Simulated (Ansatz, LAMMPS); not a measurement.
# Gap against volume in amorphous 41Ga2O3-59SiO2 (mol %) (111 atoms)

Density of this cell: 3.88 g/cm³. The cell holds 111 atoms: 24 Ga, 17 Si and 70 O. Its edges and angles: a = 11.051 Å, b = 11.274 Å, c = 11.263 Å, α = 88.3°, β = 87.0°, γ = 92.4°. The starting structure: 111 atoms (24 Fe, 17 Si, 70 O) placed at random at 3.3 g/cm³, melted at 5000 K for 10 ps at fixed volume with the Morse and Coulomb pair potential with partial charges (Pedone, Malavasi, Menziani, Cormack and Segre, J. Phys. Chem. B 110, 11780 (2006)). Quenched from 5000 K to 300 K at 50 K/ps and fixed volume, held 10 ps at zero pressure, then minimised at fixed cell. Then Fe was replaced by Ga and the cell scaled by 1.005 (the potential has no terms for the new elements, so the cell is a start for a DFT relaxation).

Calculated with Ansatz 0.2.0: Kohn-Sham DFT, PBE, PAW (set soft_2), plane waves; cutoff 420 eV, Γ point, fixed occupations. The relaxed cell was scaled evenly and the atoms were relaxed at each volume. The gap is that between the highest filled and the lowest empty Kohn-Sham level on the run's k-points.

```
volume (Å³/atom)  gap (eV)
          11.348               2.854
          11.852               2.626
          12.230                 2.5
          12.609               2.281
          12.987                   ?
          13.365               1.980
```

**Question.** Fit a straight line in ln V to the rows given and interpolate to the withheld row.

**Working.**

A volume deformation potential makes the spacing linear in u = ln(V/V0), with V0 = 12.609 Å³ the relaxed volume; v is the spacing.

```
u = ln(V/V0)  v (eV)
   -0.105361  2.8543
  -0.0618761  2.6256
  -0.0304590     2.5
           0  2.2815
   0.0582691  1.9804
```

With n = 5: mean u = -0.0278854, mean v = 2.44836, Σ(u − ū)² = 0.015365, Σ(u − ū)(v − v̄) = -0.082578. Slope b = -0.082578 / 0.015365 = -5.3745; intercept a = v̄ − b ū = 2.2985.

At the withheld volume u = 0.02956, and v = a + b u.

Prediction at 12.987: 2.140 eV. The run gave 2.083 eV, so the fit is high by 0.057 eV (2.7 % of the value).

The slope, -5.37 eV, says that the spacing narrows on expansion. Among the rows given, the largest miss of the fit is at 12.230, by 0.038 eV (4.3 % of the range of the table).

Limits: The table spans 16 % in volume, wide for a linear law. Semilocal functionals tend to put gaps under measured ones. Only the Γ point is sampled. Atoms move by up to 0.6 Å in these relaxations, so the structure changes along the series. Defect or tail levels can set the spacing of a disordered cell.

[Logs are printed without paths, hosts, clocks, repeated set-up lines and the standing remarks that a program may print on its own settings, such as how far it seeks lower states.]

[Hosts, paths, dates, database ids (printed as entryN), source tags and the programs' standing remarks are cut or masked in the printed files.]
